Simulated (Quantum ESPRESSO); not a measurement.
**Collinear magnetic orders of VClO with Quantum ESPRESSO**

Does VClO prefer parallel or opposed moments?

Method: LDA with U = 3.2 eV on V d (ortho-atomic projectors); plane waves with GBRV 1.5 LDA potentials, no spin-orbit coupling, in Quantum ESPRESSO 7.5.

## Step 1: Set-up

It takes space group Pmmn (No. 59, orthorhombic). The conventional cell has a = 3.300 Å, b = 3.780 Å, c = 7.910 Å, α = 90.00°, β = 90.00°, γ = 90.00°. Nearest to V lie 4 O at 1.97 to 2.08 Å and 2 Cl at 2.36 Å. Nearest to Cl lie 2 V at 2.36 Å. O has 4 V at 1.97 to 2.08 Å nearest. Farther neighbours and most contacts between anions are not listed.

The cell comes from the Crystallography Open Database.

## Step 2: Run 1, typed as ferro ++

The signs are those of the starting moments on the seeded atoms, the atoms that are given a moment.

Contents of pw.in:

```
&CONTROL
  calculation = 'scf'
  prefix = 'pwscf'
  outdir = './tmp'
  pseudo_dir = './pseudo'
  disk_io = 'nowf'
/
&SYSTEM
  ibrav = 0
  nat = 6
  ntyp = 3
  ecutwfc = 40
  ecutrho = 280
  nbnd = 38
  occupations = 'smearing'
  smearing = 'fd'
  degauss = 0.00367493
  nspin = 2
  starting_magnetization(1) = 0.1538
  starting_magnetization(2) = 0
  starting_magnetization(3) = 0
/
&ELECTRONS
  conv_thr = 1.2d-08
  electron_maxstep = 150
  mixing_beta = 0.3
/
ATOMIC_SPECIES
V      50.9415 v_lda_v1.4.uspp.F.UPF
Cl     35.4500 cl_lda_v1.4.uspp.F.UPF
O      15.9990 o_lda_v1.2.uspp.F.UPF
CELL_PARAMETERS angstrom
   3.3000000000    0.0000000000    0.0000000000
   0.0000000000    3.7800000000    0.0000000000
   0.0000000000    0.0000000000    7.9100000000
ATOMIC_POSITIONS crystal
V       0.0000000000    0.5000000000    0.1148000000
V       0.5000000000    0.0000000000    0.8852000000
Cl      0.5000000000    0.5000000000    0.3279000000
Cl      0.0000000000    0.0000000000    0.6721000000
O       0.5000000000    0.5000000000    0.9542000000
O       0.0000000000    0.0000000000    0.0458000000
K_POINTS automatic
6 6 6 0 0 0
HUBBARD {ortho-atomic}
U V-3d 3.2000
```

Command:

```sh
$ OMP_NUM_THREADS=1 mpirun -n 4 pw.x -nk 4 -in pw.in > pw.out
```

Log:

```text
Program PWSCF v.7.5 starts

     Message from routine setup:
     using ibrav=0 with symmetry is DISCOURAGED, use correct ibrav instead

     K-points division:     npool     =       4
     Subspace diagonalization in iterative solution of the eigenvalue problem:

     G-vector sticks info
     --------------------
     sticks:   dense  smooth     PW     G-vecs:    dense   smooth      PW
     Sum         995     569    171                52689    22757    3875

     Using Slab Decomposition

     bravais-lattice index     =            0
     lattice parameter (alat)  =       6.2361  a.u.
     unit-cell volume          =     665.8537 (a.u.)^3
     number of atoms/cell      =            6
     number of atomic types    =            3
     number of electrons       =        52.00
     number of Kohn-Sham states=           38
     kinetic-energy cutoff     =      40.0000  Ry
     charge density cutoff     =     280.0000  Ry
     scf convergence threshold =      1.2E-08
     mixing beta               =       0.3000
     number of iterations used =            8  plain     mixing
     Exchange-correlation= SLA  PZ   NOGX NOGC
                           (   1   1   0   0   0   0   0)
     Hubbard projectors: ortho-atomic
     Hubbard parameters of DFT+U (Dudarev formulation) in eV:
     U(V-3d) =  3.2000

     Internal variables: lda_plus_u =T, lda_plus_u_kind = 0

     Internal variables: orbital_resolved =F, hub_pot_fix =F, apply_U = F

     celldm(1)=   6.236096  celldm(2)=   0.000000  celldm(3)=   0.000000
     celldm(4)=   0.000000  celldm(5)=   0.000000  celldm(6)=   0.000000

     crystal axes: (cart. coord. in units of alat)
               a(1) = (   1.000000   0.000000   0.000000 )
               a(2) = (   0.000000   1.145455   0.000000 )
               a(3) = (   0.000000   0.000000   2.396970 )

     reciprocal axes: (cart. coord. in units 2 pi/alat)
               b(1) = (  1.000000  0.000000  0.000000 )
               b(2) = (  0.000000  0.873016  0.000000 )
               b(3) = (  0.000000  0.000000  0.417193 )

     PseudoPot. # 1 for V  read from file:
     v_lda_v1.4.uspp.F.UPF
     Pseudo is Ultrasoft + core correction, Zval = 13.0
     Generated by new atomic code, or converted to UPF format
     Using radial grid of  853 points,  6 beta functions with:
                l(1) =   0
                l(2) =   0
                l(3) =   1
                l(4) =   1
                l(5) =   2
                l(6) =   2
     Q(r) pseudized with  8 coefficients,  rinner =    1.100   1.100   1.100
                                                       1.100   1.100

     PseudoPot. # 2 for Cl read from file:
     cl_lda_v1.4.uspp.F.UPF
     Pseudo is Ultrasoft + core correction, Zval =  7.0
     Generated by new atomic code, or converted to UPF format
     Using radial grid of  909 points,  6 beta functions with:
                l(1) =   0
                l(2) =   0
                l(3) =   1
                l(4) =   1
                l(5) =   2
                l(6) =   2
     Q(r) pseudized with  8 coefficients,  rinner =    1.300   1.300   1.300
                                                       1.300   1.300

     PseudoPot. # 3 for O  read from file:
     o_lda_v1.2.uspp.F.UPF
     Pseudo is Ultrasoft + core correction, Zval =  6.0
     Generated by new atomic code, or converted to UPF format
     Using radial grid of  737 points,  5 beta functions with:
                l(1) =   0
                l(2) =   0
                l(3) =   1
                l(4) =   1
                l(5) =   2
     Q(r) pseudized with  8 coefficients,  rinner =    0.900   0.900   0.900
                                                       0.900   0.900

     atomic species   valence    mass     pseudopotential
     V                13.00    50.94150     V ( 1.00)
     Cl                7.00    35.45000     Cl( 1.00)
     O                 6.00    15.99900     O ( 1.00)

     Starting magnetic structure
     atomic species   magnetization
     V               0.154
     Cl              0.000
     O               0.000

      8 Sym. Ops., with inversion, found ( 4 have fractional translation)

   Cartesian axes

     site n.     atom                  positions (alat units)
         1        V      tau(   1) = (   0.0000000   0.5727273   0.2751721  )
         2        V      tau(   2) = (   0.5000000   0.0000000   2.1217976  )
         3        Cl     tau(   3) = (   0.5000000   0.5727273   0.7859664  )
         4        Cl     tau(   4) = (   0.0000000   0.0000000   1.6110033  )
         5        O      tau(   5) = (   0.5000000   0.5727273   2.2871885  )
         6        O      tau(   6) = (   0.0000000   0.0000000   0.1097812  )

     number of k points=    64  Fermi-Dirac smearing, width (Ry)=  0.0037
                       cart. coord. in units 2pi/alat
        k(    1) = (   0.0000000   0.0000000   0.0000000), wk =   0.0046296
        k(    2) = (   0.0000000   0.0000000   0.0695322), wk =   0.0092593
        k(    3) = (   0.0000000   0.0000000   0.1390645), wk =   0.0092593
        k(    4) = (   0.0000000   0.0000000  -0.2085967), wk =   0.0046296
        k(    5) = (   0.0000000   0.1455026   0.0000000), wk =   0.0092593
        [... 59 further k-points ...]

     Dense  grid:    52689 G-vectors     FFT dimensions: (  36,  40,  80)

     Smooth grid:    22757 G-vectors     FFT dimensions: (  30,  30,  64)

     Check: negative core charge=   -0.000002
     Generating pointlists ...
     new r_m :   0.2459 (alat units)  1.5335 (a.u.) for type    1
     new r_m :   0.2948 (alat units)  1.8387 (a.u.) for type    2
     new r_m :   0.2459 (alat units)  1.5335 (a.u.) for type    3

     Initial potential from superposition of free atoms

     starting charge      51.9979, renormalised to      52.0000

     negative rho (up, down):  1.484E-02 1.477E-02

     STARTING HUBBARD OCCUPATIONS:

     =================== HUBBARD OCCUPATIONS ===================
     ------------------------ ATOM    1 ------------------------
     Tr[ns(  1)] (up, down, total) =   3.00000  0.00000  3.00000
     Atomic magnetic moment for atom   1 =   3.00000
     [... lines left out ...]
     ------------------------ ATOM    2 ------------------------
     Tr[ns(  2)] (up, down, total) =   3.00000  0.00000  3.00000
     Atomic magnetic moment for atom   2 =   3.00000
     [... lines left out ...]
     Number of occupied Hubbard levels =    6.0000

     Atomic wfc used for Hubbard projectors are orthogonalized

     Starting wfcs are   36 randomized atomic wfcs +    2 random wfcs

     Self-consistent Calculation

     iteration #  1     ecut=    40.00 Ry     beta= 0.30
     Davidson diagonalization with overlap
     ethr =  1.00E-02,  avg # of iterations =  5.2

     =================== HUBBARD OCCUPATIONS ===================
     ------------------------ ATOM    1 ------------------------
     Tr[ns(  1)] (up, down, total) =   2.60800  0.44739  3.05540
     Atomic magnetic moment for atom   1 =   2.16061
     [... lines left out ...]
     ------------------------ ATOM    2 ------------------------
     Tr[ns(  2)] (up, down, total) =   2.60800  0.44739  3.05540
     Atomic magnetic moment for atom   2 =   2.16061
     [... lines left out ...]
     Number of occupied Hubbard levels =    6.1108

     negative rho (up, down):  1.455E-02 1.545E-02

     total energy              =    -421.17099548 Ry
     estimated scf accuracy    <       1.16103625 Ry

     total magnetization       =     4.00 Bohr mag/cell
     absolute magnetization    =     4.57 Bohr mag/cell

     iteration #  2     ecut=    40.00 Ry     beta= 0.30
     Davidson diagonalization with overlap
     ethr =  2.23E-03,  avg # of iterations =  2.1

     negative rho (up, down):  1.430E-02 1.577E-02

     total energy              =    -421.43605077 Ry
     estimated scf accuracy    <       0.12311609 Ry

     total magnetization       =     4.00 Bohr mag/cell
     absolute magnetization    =     4.47 Bohr mag/cell

     iteration #  3     ecut=    40.00 Ry     beta= 0.30
     Davidson diagonalization with overlap
     ethr =  2.37E-04,  avg # of iterations =  4.2

     negative rho (up, down):  1.397E-02 1.630E-02

     total energy              =    -421.46034022 Ry
     estimated scf accuracy    <       0.06369732 Ry

     total magnetization       =     4.00 Bohr mag/cell
     absolute magnetization    =     4.40 Bohr mag/cell

     [... further iterations left out ...]

     iteration # 10     ecut=    40.00 Ry     beta= 0.30
     Davidson diagonalization with overlap
     ethr =  7.51E-09,  avg # of iterations =  1.6

     negative rho (up, down):  1.376E-02 1.676E-02

     total energy              =    -421.48395985 Ry
     estimated scf accuracy    <       0.00000118 Ry

     total magnetization       =     4.00 Bohr mag/cell
     absolute magnetization    =     4.18 Bohr mag/cell

     iteration # 11     ecut=    40.00 Ry     beta= 0.30
     Davidson diagonalization with overlap
     ethr =  2.28E-09,  avg # of iterations =  1.5

     negative rho (up, down):  1.376E-02 1.676E-02

     total energy              =    -421.48396042 Ry
     estimated scf accuracy    <       0.00000031 Ry

     total magnetization       =     4.00 Bohr mag/cell
     absolute magnetization    =     4.18 Bohr mag/cell

     iteration # 12     ecut=    40.00 Ry     beta= 0.30
     Davidson diagonalization with overlap
     ethr =  6.00E-10,  avg # of iterations =  1.6

     negative rho (up, down):  1.376E-02 1.676E-02

     total energy              =    -421.48396057 Ry
     estimated scf accuracy    <       0.00000007 Ry

     total magnetization       =     4.00 Bohr mag/cell
     absolute magnetization    =     4.18 Bohr mag/cell

     iteration # 13     ecut=    40.00 Ry     beta= 0.30
     Davidson diagonalization with overlap
     ethr =  1.28E-10,  avg # of iterations =  1.5

     negative rho (up, down):  1.376E-02 1.676E-02

     Magnetic moment per site  (integrated on atomic sphere of radius R)
     atom   1 (R=0.246)  charge=  9.7199  magn=  1.5349
     atom   2 (R=0.246)  charge=  9.7199  magn=  1.5349
     atom   3 (R=0.295)  charge=  5.1344  magn= -0.0109
     atom   4 (R=0.295)  charge=  5.1344  magn= -0.0109
     atom   5 (R=0.246)  charge=  5.4604  magn= -0.0156
     atom   6 (R=0.246)  charge=  5.4604  magn= -0.0156

     End of self-consistent calculation

     =================== HUBBARD OCCUPATIONS ===================
     ------------------------ ATOM    1 ------------------------
     Tr[ns(  1)] (up, down, total) =   2.68127  0.67300  3.35427
     Atomic magnetic moment for atom   1 =   2.00827
     [... lines left out ...]
     ------------------------ ATOM    2 ------------------------
     Tr[ns(  2)] (up, down, total) =   2.68127  0.67300  3.35427
     Atomic magnetic moment for atom   2 =   2.00827
     [... lines left out ...]
     Number of occupied Hubbard levels =    6.7085

     Number of k-points >= 100: set verbosity='high' to print the bands.

     the Fermi energy is     6.8968 ev

!    total energy              =    -421.48396060 Ry
     estimated scf accuracy    <          7.5E-09 Ry
     smearing contrib. (-TS)   =      -0.00000008 Ry
     internal energy E=F+TS    =    -421.48396052 Ry

     The total energy is F=E-TS. E is the sum of the following terms:
     one-electron contribution =    -379.71907531 Ry
     hartree contribution      =     207.59421999 Ry
     xc contribution           =     -72.05694741 Ry
     ewald contribution        =    -177.56304860 Ry
     Hubbard energy            =       0.26089081 Ry

     total magnetization       =     4.00 Bohr mag/cell
     absolute magnetization    =     4.18 Bohr mag/cell

     convergence has been achieved in  13 iterations

=------------------------------------------------------------------------------=
   JOB DONE.
=------------------------------------------------------------------------------=
```

It took 53 s on 4 MPI ranks of Intel Xeon Platinum 8488C (Sapphire Rapids), shared host; peak memory 0.85 GiB.

Spin moment in the atom's sphere by atom:

```
atom  spin moment in the atom's sphere (μB)
  V1                                   1.53
  V2                                   1.53
 Cl3                                  -0.01
 Cl4                                  -0.01
  O5                                  -0.02
  O6                                  -0.02
```

Read from the output:

```yaml
smearing_term_ts: 1.06e-6 eV
magnetization: 4 μB
absolute_magnetization: 4.183 μB
final_state: ferromagnetic
```

(Part 1 of 2 ends here.)

[Logs and program files are shortened in this print: banners, set-up blocks, solver, clock and traceback lines can be left out without a mark of their own.]

[Logs are printed without paths, hosts, clocks, repeated set-up lines and the standing remarks that a program may print on its own settings, such as how far it seeks lower states.]

[Hosts, paths, dates, database ids (printed as entryN), source tags and the programs' standing remarks are cut or masked in the printed files.]

[Where a cell is said to come from a database of computed structures, the database is the Materials Project.]
